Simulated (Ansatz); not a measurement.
# (KF)1(LiCl)2 [001] superlattice, started as rocksalt type: a soft mode frozen in

Which phase does (KF)1(LiCl)2 [001] superlattice, started as rocksalt type fall into along its unstable mode, and how much energy does it gain?

Main program and level: Ansatz 0.2.0; DFT PBE, scalar-relativistic, plane waves, PAW.

The structure was built from a prototype and need not be the compound's stable phase.

## (1) The structure

The structure is tetragonal, space group I4/mmm (No. 139). Conventional cell: a = 3.633 Å, b = 3.633 Å, c = 18.005 Å, α = 90.00°, β = 90.00°, γ = 90.00°. Cl has 5 Li at 2.50 to 2.57 Å and 1 K at 3.20 Å nearest. Nearest to F lie 4 K at 2.57 Å. Nearest to K lie 4 F at 2.57 Å and 2 Cl at 3.20 Å. Nearest to Li lie 5 Cl at 2.50 to 2.57 Å. Farther neighbours and most contacts between anions are not listed.

## (2) Zone-centre response

The cell comes from relaxations at this level that are not shown. The zone centre is the only wavevector solved here; it holds the modes that light can see, as far as symmetry allows. The response to a homogeneous field gives the Born charges and the dielectric tensor, and its change with displacement the Raman tensors.

input.yaml

```yaml
crystal:
  lattice:
    - [2.5690737821, 2.5690737821, 0.0]
    - [-2.5690737821, 2.5690737821, 0.0]
    - [2.5690737821, 0.0, 9.0025597777]
  atoms:
    - { symbol: Cl, position: [0.8223672624, 0.1776327376, 0.3552654752] }
    - { symbol: Cl, position: [0.1776327376, 0.8223672624, 0.6447345248] }
    - { symbol: F, position: [0.5, 0.5, 0.0] }
    - { symbol: K, position: [0.0, 0.0, 0.0] }
    - { symbol: Li, position: [0.3162586919, 0.6837413081, 0.3674826162] }
    - { symbol: Li, position: [0.6837413081, 0.3162586919, 0.6325173838] }
kpoints:
  mp_grid: { grid: [8, 8, 8] }
hamiltonian:
  xc: pbe
scf:
  occupations: { method: fixed }
output:
  eigenvalues: true
phonons:
  method: dfpt
  dielectric: true
  rigid_motions: translations
  raman: true
```

Command:

```console
$ ansatz run input.yaml --threads 4 --pin off --max-ram 14336MiB --backend cpu --events-out ev --progress --plain --runs-dir out
```

Numbers of over 12 decimals in the logs are rounded to 6 here.

The program printed:

```text
Warning: crystal.symmetry: narrowed to the stabiliser of the run's FFT grids — unitary ops 16 → 4. A phonons.method: dfpt run fills in the rows of the dynamical matrix that it does not solve by its symmetry operations, which is exact only for operations that map its FFT grids onto themselves: filled in by any other, the frequencies could depend on the order in which like atoms are typed, or, by more than the grids' own error, on where the crystal sits among the grids' points. Excluded: 12 operations. The run can therefore solve more perturbations, solve them on more k-points, or both, and cost more. [rest of the remark cut]
Engine: ansatz 0.2.0, aarch64-unknown-linux-gnu
Pseudopotentials: kind: paw
Pseudopotential: Cl, paw, valence charge 7, recommended cutoff 420 eV (normal), Cl.paw.azcp
Pseudopotential: F, paw, valence charge 7, recommended cutoff 420 eV (normal), F.paw.azcp
Pseudopotential: K, paw, valence charge 9, recommended cutoff 420 eV (normal), K.paw.azcp
Pseudopotential: Li, paw, valence charge 3, recommended cutoff 420 eV (normal), Li.paw.azcp
Functional definition: PBE
  parameter kappa = 0.804
  parameter beta = 0.066725
  exchange = pbe_x(kappa = kappa, mu = beta*pi^2/3)
  correlation = pbe_c(beta = beta)
Crystal: 6 atoms, lattice volume = 118.836 Å³
Basis set: ecut = 420 eV, 2331 PW (Γ), exchange–correlation on 50×50×128 points (8 copies of the dense FFT grid, shifted against one another)
Bands: 24, of which v1, the nominal top of the filled ones, is band 18 counted from 1 (17 counted from 0)
Symmetry: 16 space group operations
k-points: 260 of 512 (irreducible under 1 space group operation, time reversal used)
Non-local potential: Cl, projectors of the file, l = 0: 2, l = 1: 2, l = 2: 2
Non-local potential: F, projectors of the file, l = 0: 2, l = 1: 2, l = 2: 1
Non-local potential: K, projectors of the file, l = 0: 3, l = 1: 2, l = 2: 2
Non-local potential: Li, projectors of the file, l = 0: 3, l = 1: 2, l = 2: 1
PAW form: soft (Blöchl's): semilocal exchange-correlation on the pseudo side does not see the compensation charge
PAW one-centre angular grid: Cl, 110 points (default); XC on 64 Gauss nodes
PAW one-centre angular grid: F, 110 points (default); XC on 64 Gauss nodes
PAW one-centre angular grid: K, 110 points (default); XC on 64 Gauss nodes
PAW one-centre angular grid: Li, 110 points (default); XC on 64 Gauss nodes
Initial density: superposition of atomic densities (neutral atoms: chi_scale 0, normalization atom), corrected by the library's trained network
Initial wavefunctions: pseudopotential atomic-orbital guess
Functional: x = pbe(κ = 0.804, μ = 0.219515), c = pbe(β = 0.066725)
SCF iter   1: F=—  HF=-4924.162569 eV  |F-HF|=—  |Δ(HF+E_count)|=         —  Δρ=2.42e-3  dr2=1.53e-2  ethr=1.77e-3  ⟨swp⟩=5.0  Hψ=25381  notcnv=0  defer=1034
preconditioner: auto → Resta (q_TF=auto, 2.236 Å⁻¹)  ε∞=2.8  [insulator: Δε(μ)=4.806 eV  Ē_g=13.791 eV  n_scr=22 (ndim 8)  ℏωp=18.7 eV  f_vac=0.088  ε∞_Penn≈2.8]
SCF iter   2: F=—  HF=-4924.157274 eV  |F-HF|=—  |Δ(HF+E_count)|=   5.30e-3  Δρ=1.46e-3  dr2=3.45e-3  ethr=4.25e-5  ⟨swp⟩=2.0  Hψ=12743  notcnv=0  defer=1040
SCF iter   3: F=—  HF=-4924.156180 eV  |F-HF|=—  |Δ(HF+E_count)|=   1.09e-3  Δρ=4.33e-4  dr2=1.39e-3  ethr=9.58e-6  ⟨swp⟩=2.0  Hψ=10210  notcnv=0  defer=1040
SCF iter   4: F=—  HF=-4924.155450 eV  |F-HF|=—  |Δ(HF+E_count)|=   7.30e-4  Δρ=2.15e-4  dr2=9.09e-5  ethr=3.86e-6  ⟨swp⟩=2.4  Hψ=8320  notcnv=0  defer=1040
SCF iter   5: F=—  HF=-4924.155429 eV  |F-HF|=—  |Δ(HF+E_count)|=   2.09e-5  Δρ=7.32e-5  dr2=7.18e-6  ethr=2.52e-7  ⟨swp⟩=2.0  Hψ=9682  notcnv=0  defer=964
SCF iter   6: F=—  HF=-4924.155436 eV  |F-HF|=—  |Δ(HF+E_count)|=   6.42e-6  Δρ=1.03e-5  dr2=1.52e-7  ethr=1.99e-8  ⟨swp⟩=2.1  Hψ=8072  notcnv=0  defer=564
SCF iter   7: F=—  HF=-4924.155434 eV  |F-HF|=—  |Δ(HF+E_count)|=   1.81e-6  Δρ=2.61e-6  dr2=9.98e-9  ethr=4.22e-10  ⟨swp⟩=2.0  Hψ=8555  notcnv=0  defer=458
SCF iter   8: F=—  HF=-4924.155434 eV  |F-HF|=—  |Δ(HF+E_count)|=   1.11e-8  Δρ=6.27e-7  dr2=5.52e-10  ethr=2.77e-11  ⟨swp⟩=2.0  Hψ=9358  notcnv=0  defer=458
SCF iter   9: F=-4924.155434 eV  HF=-4924.155434 eV  |F-HF|=4.55e-11  |Δ(HF+E_count)|=  4.89e-10  Δρ=1.41e-7  dr2=3.24e-11  ethr=1.00e-12  ⟨swp⟩=12.3  Hψ=40090  notcnv=0
SCF 1 converged in 9 iterations: F = -4924.155434 eV  dr2 = 3.24e-11
  greatest PAW one-centre occupation: 1.000 electrons in one spin orbital (limit 2), on the Li atom at site 5 (counted from 0), in its partial waves of l = 0
NSCF: frozen V_eff on 3 k-points
DFPT response loops at Γ: preconditioner auto → Resta (q_TF=auto, 2.236 Å⁻¹)  ε∞=3.4 (no band partly filled); β = 1.00, the filter's whole step (`scf.mixing.beta` (0.50) is not read by the response loops at its default; to damp them type it under 1.00, their step now; it binds the ground state too); Broyden in place of MSR1
── the response to a field inside a basis, on 8×8×8 k-points: an SCF that follows is theirs, and a resumed run solves both again ──
Bands: 19, of which v1, the nominal top of the filled ones, is band 18 counted from 1 (17 counted from 0)
k-points: 144 of 512 (irreducible under 4 space group operations)
Initial density: handed on by an earlier stage of this run
Initial wavefunctions: pseudopotential atomic-orbital guess (no wavefunctions were taken with the density)
Eigensolver: Dense (144 Hₖ)
SCF iter   1: F=—  HF=-4924.147427 eV  |F-HF|=—  |Δ(HF+E_count)|=         —  Δρ=2.24e-4  dr2=1.40e-5  ethr=1.00e-1
preconditioner: auto → Resta (q_TF=auto, 2.236 Å⁻¹)  ε∞=3.3  [insulator: Δε(μ)=5.267 eV  Ē_g=12.413 eV  n_scr=22 (ndim 8)  ℏωp=18.7 eV  f_vac=0.091  ε∞_Penn≈3.3]
SCF iter   2: F=—  HF=-4924.147427 eV  |F-HF|=—  |Δ(HF+E_count)|=   7.98e-7  Δρ=7.97e-5  dr2=4.47e-6  ethr=3.89e-8
SCF iter   3: F=—  HF=-4924.147427 eV  |F-HF|=—  |Δ(HF+E_count)|=   1.98e-7  Δρ=4.53e-5  dr2=5.97e-7  ethr=1.24e-8
SCF iter   4: F=—  HF=-4924.147427 eV  |F-HF|=—  |Δ(HF+E_count)|=   1.97e-7  Δρ=2.42e-6  dr2=7.25e-9  ethr=1.66e-9
SCF iter   5: F=—  HF=-4924.147427 eV  |F-HF|=—  |Δ(HF+E_count)|=   2.21e-9  Δρ=4.90e-7  dr2=6.03e-10  ethr=2.01e-11
SCF iter   6: F=-4924.147427 eV  HF=-4924.147427 eV  |F-HF|=1.09e-11  |Δ(HF+E_count)|=  1.13e-10  Δρ=1.39e-7  dr2=4.51e-11  ethr=1.68e-12
SCF 1 converged in 6 iterations: F = -4924.147427 eV  dr2 = 4.51e-11
DFPT response loops at Γ: mixed as the last ones told, above
DFPT response loops at Γ: mixed as the last ones told, above
DFPT response loops at Γ: mixed as the last ones told, above
SCF converged after 9 iterations
Free energy (F): -4924.155434 eV
Harris-Foulkes:  -4924.155434 eV  (|F-HF|=4.55e-11)
Internal energy: -4924.155434 eV  (E = F + TS)
E sigma→0 (E₀):  -4924.155434 eV
Fermi energy:    1.246981 eV
--- Per-component energies (eV) ---
  E_band       = -360.315706
  E_kinetic    = 828.643061
  E_local      = -2057.557674  (includes V_loc(G=0)·N_el)
  E_nonlocal   = 76.398736
  E_hartree    = 724.234394
  E_xc         = -453.221624
  E_vxc        = -542.115459  (∫ρ·V_xc dr)
  E_paw        = -2342.995720  (= ΣΔE_a)
  E_vpaw       = -114.155539  (= ΣTr[D̂ρ^β])
  E_aug_tail   = 0.002239  (compensation charges beyond the density's cutoff)
  E_ewald      = -1699.658845
  E_smearing   = -0.000000  (= −TS)
  E_closure    = 0.000000  (closes the sum)
  Σ components = -4924.155434   (vs F -4924.155434, Δ=0.00e0)
--- Band table (eV; the first three rows and the last of 260) ---
  k-point 0: bands = [... 14 lower, 0.2728, 0.9768, 1.2470, 1.2470, 6.3386, 8.0563, 9.3542, 9.7103, ... 2 higher]
  k-point 1: bands = [... 14 lower, 0.2725, 0.9660, 1.2469, 1.2469, 6.3941, 7.9720, 9.3343, 9.5349, ... 2 higher]
  k-point 2: bands = [... 14 lower, 0.2717, 0.9404, 1.2467, 1.2467, 6.5535, 7.7455, 9.2927, 9.3251, ... 2 higher]
  k-point 259: bands = [... 14 lower, -0.2380, 0.9805, 1.1581, 1.1606, 8.3912, 8.6561, 8.9073, 9.5079, ... 2 higher]
--- Phonons (Γ-DFPT): 12 representative perturbations + reference, on 260 of 512 k-points (Σ response iterations 44) ---
  ASR residual: 4.113e-4 → 0.000e0 eV/Å²; symmetrization residual: 5.868e-6 eV/Å²
  The last average, over the group as it would stand without the narrowing to the FFT grids, took up to 1.698e-5 eV/Å² of the zone centre's force constants
  ASR residual per site (eV/Å²): 3.12e-5 3.12e-5 1.83e-5 4.11e-4 2.49e-4 2.49e-4
  Γ frequencies (cm⁻¹): -106.22 0.00 0.00 0.00 48.29 48.29 105.14 105.14 134.47 167.22 167.22 175.27 176.26 176.26 228.56 240.39 240.39 286.65
  ε∞ (high-frequency dielectric tensor):
        2.447381     0.000000     0.000000
        0.000000     2.447381     0.000000
        0.000000     0.000000     2.319087
  softest optical mode at Γ: -106.22 cm⁻¹; the repairs (sum rule, projections) moved no ω² at Γ by more than (5.09 cm⁻¹)²
  Born effective charges Z* (e; rows j = field, columns β = displacement):
    site 0:
        -1.20080    0.00000    0.00000
        -0.00000   -1.20080   -0.00000
         0.00000   -0.00000   -0.86900
    site 1:
        -1.20080    0.00000    0.00000
        -0.00000   -1.20080    0.00000
        -0.00000    0.00000   -0.86900
    site 2:
        -1.23487    0.00000    0.00000
        -0.00000   -1.23487    0.00000
         0.00000    0.00000   -1.18072
    site 3:
         1.17442    0.00000    0.00000
        -0.00000    1.17442    0.00000
         0.00000    0.00000    1.14398
    site 4:
         1.23103    0.00000    0.00000
         0.00000    1.23103   -0.00000
         0.00000   -0.00000    0.88737
    site 5:
         1.23103    0.00000    0.00000
         0.00000    1.23103    0.00000
         0.00000    0.00000    0.88737
  Z* charge neutrality: 3.230e-5 e pre-enforcement
  k-mesh period / interband length: 29.1 Å / 1.23 Å = 23.67 at k = (0.0000, -0.5000, 0.0000), direct gap 6.806 eV — 14 or more, which is no proof of convergence
  Raman tensors (in the event stream and the table raman_tensors.tsv): an entry may err by 5.2e-3 Å², one of the second-order susceptibility by 2.1e-20 pm/V (basis, points and sum rule); their sum over the sites missed zero by 6.939e-18 Å² ahead of its enforcement
  optical modes at Γ without the LO–TO term, one row a degenerate level:
      ω (cm⁻¹)  modes    IR ((D/Å)²/amu)  static Raman (Å⁴/amu)  depolarisation
       -106.22      1             4.2215                 0.0000               —
         48.29      2             0.1214                 0.0000               —
        105.14      2             0.0000                 0.0226           0.750
        134.47      1             1.8855                 0.0000               —
        167.22      2            23.2890                 0.0000               —
        175.27      1             0.0000                 2.8676           0.265
        176.26      2             0.0000                 0.0518           0.750
        228.56      1             0.0000                 4.1069           0.088
        240.39      2             5.8255                 0.0000               —
        286.65      1             2.5763                 0.0000               —
  optical modes at Γ + LO–TO along q̂ = [1.0000, 0.0000, 0.0000]:
      ω (cm⁻¹)  modes    IR ((D/Å)²/amu)  static Raman (Å⁴/amu)  depolarisation
       -106.22      1             4.2215                 0.0000               —
         48.29      1             0.0607                 0.0000               —
         49.25      1             0.0027                 0.0000               —
        105.14      2             0.0000                 0.0226           0.750
        134.47      1             1.8855                 0.0000               —
        167.22      1            11.6445                 0.0000               —
        175.27      1             0.0000                 2.8676           0.265
        176.26      2             0.0000                 0.0518           0.750
        224.19      1             0.2483                 0.0000               —
        228.56      1             0.0000                 4.1069           0.088
        240.39      1             2.9128                 0.0000               —
        286.65      1             2.5763                 0.0000               —
        377.61      1            14.3670                 0.0000               —
  optical modes at Γ + LO–TO along q̂ = [0.0000, 1.0000, 0.0000]:
      ω (cm⁻¹)  modes    IR ((D/Å)²/amu)  static Raman (Å⁴/amu)  depolarisation
       -106.22      1             4.2215                 0.0000               —
         48.29      1             0.0607                 0.0000               —
         49.25      1             0.0027                 0.0000               —
        105.14      2             0.0000                 0.0226           0.750
        134.47      1             1.8855                 0.0000               —
        167.22      1            11.6445                 0.0000               —
        175.27      1             0.0000                 2.8676           0.265
        176.26      2             0.0000                 0.0518           0.750
        224.19      1             0.2483                 0.0000               —
        228.56      1             0.0000                 4.1069           0.088
        240.39      1             2.9128                 0.0000               —
        286.65      1             2.5763                 0.0000               —
        377.61      1            14.3670                 0.0000               —
  optical modes at Γ + LO–TO along q̂ = [0.0000, 0.0000, 1.0000]:
      ω (cm⁻¹)  modes    IR ((D/Å)²/amu)  static Raman (Å⁴/amu)  depolarisation
         48.29      2             0.1214                 0.0000               —
         57.46      1             0.5779                 0.0000               —
        105.14      2             0.0000                 0.0226           0.750
        167.22      2            23.2890                 0.0000               —
        175.27      1             0.0000                 2.8676           0.265
        176.26      2             0.0000                 0.0518           0.750
        192.62      1             2.0156                 0.0000               —
        228.56      1             0.0000                 4.1069           0.088
        240.39      2             5.8255                 0.0000               —
        340.24      1             6.0899                 0.0000               —
```

Run time: 12 min. Hardware: 4 threads of Arm Neoverse V2, shared host; peak memory 3.3 GiB.

Numbers from this step:

- gap on the k-mesh: 5.092 eV
- volume per atom: 19.81 Å³
- sum-rule residual before enforcement: 4.11e-4 eV/Å²
- miss of the charge sum rule: 3.23e-5 e
- point group: 4/mmm
- highest optical mode at the zone centre (no LO-TO term): 286.6 cm⁻¹
- lowest optical zone-centre mode: -106.2 cm⁻¹
- mean high-frequency dielectric constant: 2.405
- largest Born charge (third of the trace): -1.217 e
- top of the zone-centre spectrum with the field: 377.6 cm⁻¹

Without the LO-TO term. Patterns of degenerate modes are one choice out of their space. Modes at Γ, with each element's share of the kinetic energy (negative means imaginary):

```tsv
mode	frequency (cm⁻¹)	symmetry	Cl %	F %	K %	Li %
1	-106.2	A2u	4	71	0	24
2	0.0	acoustic	50	13	27	10
3	0.0	acoustic	50	13	27	10
4	0.0	acoustic	50	13	27	10
5	48.3	Eu	37	17	42	4
6	48.3	Eu	37	17	42	4
7	105.1	Eg	92	0	0	8
8	105.1	Eg	92	0	0	8
9	134.5	A2u	30	1	69	0
10	167.2	Eu	13	0	0	87
11	167.2	Eu	13	0	0	87
12	175.3	A1g	95	0	0	5
13	176.3	Eg	8	0	0	92
14	176.3	Eg	8	0	0	92
15	228.6	A1g	5	0	0	95
16	240.4	Eu	0	69	31	0
17	240.4	Eu	0	69	31	0
18	286.6	A2u	17	14	4	66
```

Displacements in mode 1 (-106.2 cm⁻¹), the largest set to 1:
```
Cl1  0.00  0.00 -0.12
Cl2  0.00  0.00 -0.12
F3   0.00  0.00  1.00
K4   0.00  0.00 -0.02
Li5  0.00  0.00 -0.68
Li6  0.00  0.00 -0.68
```

Displacements in mode 11 (167.2 cm⁻¹), the largest set to 1:
```
Cl1 -0.17  0.01  0.00
Cl2 -0.17  0.01  0.00
F3  -0.01  0.00  0.00
K4  -0.04  0.00  0.00
Li5  1.00 -0.04  0.00
Li6  1.00 -0.04  0.00
```

Before it was imposed, the acoustic sum rule was missed by 4.1e-4 eV/Å² and the charge sum rule by 3.2e-5 e. Small misses are needed for a sound result but don't prove that mesh and cutoff are converged. The lowest optical mode is imaginary, 106.2i cm⁻¹, so the energy falls along it.

## (3) The mode frozen in, largest atomic shift 0 Å

The mode followed lies at Γ with frequency 106.2i cm⁻¹, the softest among the wavevectors solved. At small amplitude the distorted cell has space group no. 107 by a symmetry search on the positions. The undistorted cell that holds it gives the zero of energy on the same k mesh.

input.yaml, as its differences from that of step 2:

```diff
@@ -17,9 +17,6 @@
 scf:
-  occupations: { method: fixed }
+  occupations: { method: gaussian, width: 0.02 }
 output:
+  forces: true
+  stress: true
   eigenvalues: true
-phonons:
-  method: dfpt
-  dielectric: true
-  rigid_motions: translations
-  raman: true
```

The program printed:

```text
[...]
Crystal: 6 atoms, lattice volume = 118.836 Å³
Basis set: ecut = 420 eV, 2331 PW (Γ), exchange–correlation on 50×50×128 points (8 copies of the dense FFT grid, shifted against one another)
Bands: 24, of which v1, the nominal top of the filled ones, is band 18 counted from 1 (17 counted from 0)
Symmetry: 16 space group operations
[...]
k-points: 59 of 512
[...]
k-point 0: bands = [... 14 lower, 0.2729, 0.9768, 1.2470, 1.2470, 6.3387, 8.0563, 9.3542, 9.7102, ... 1 higher]
  k-point 1: bands = [... 14 lower, 0.2726, 0.9660, 1.2469, 1.2469, 6.3942, 7.9720, 9.3343, 9.5349, ... 1 higher]
  k-point 2: bands = [... 14 lower, 0.2718, 0.9404, 1.2467, 1.2467, 6.5536, 7.7456, 9.2927, 9.3251, ... 1 higher]
  k-point 58: bands = [... 14 lower, -0.2379, 0.9808, 1.1595, 1.1595, 8.4108, 8.6261, 9.0993, 9.0993, ... 1 higher]
[key lines of the parts left out:]
SCF converged after 7 iterations
Free energy (F): -4924.155434 eV
Fermi energy:    3.792886 eV
P = ⅓ Tr σ = -0.0008 GPa (-0.008 kbar)
```

Elapsed: 2.3 s, on 4 threads; peak memory 0.47 GiB.

This step gave:

| Quantity | Value |
| --- | --- |
| pressure | -8.31e-4 GPa |
| energy from the undistorted cell | 0 meV/atom |

At this level the gap is 5.09 eV on the k-mesh of the self-consistent run, which can miss the band edges.

(Part 1 of 3 ends here.)

[Logs are printed without paths, hosts, clocks, repeated set-up lines and the standing remarks that a program may print on its own settings, such as how far it seeks lower states.]

[Hosts, paths, dates, database ids (printed as entryN), source tags and the programs' standing remarks are cut or masked in the printed files.]
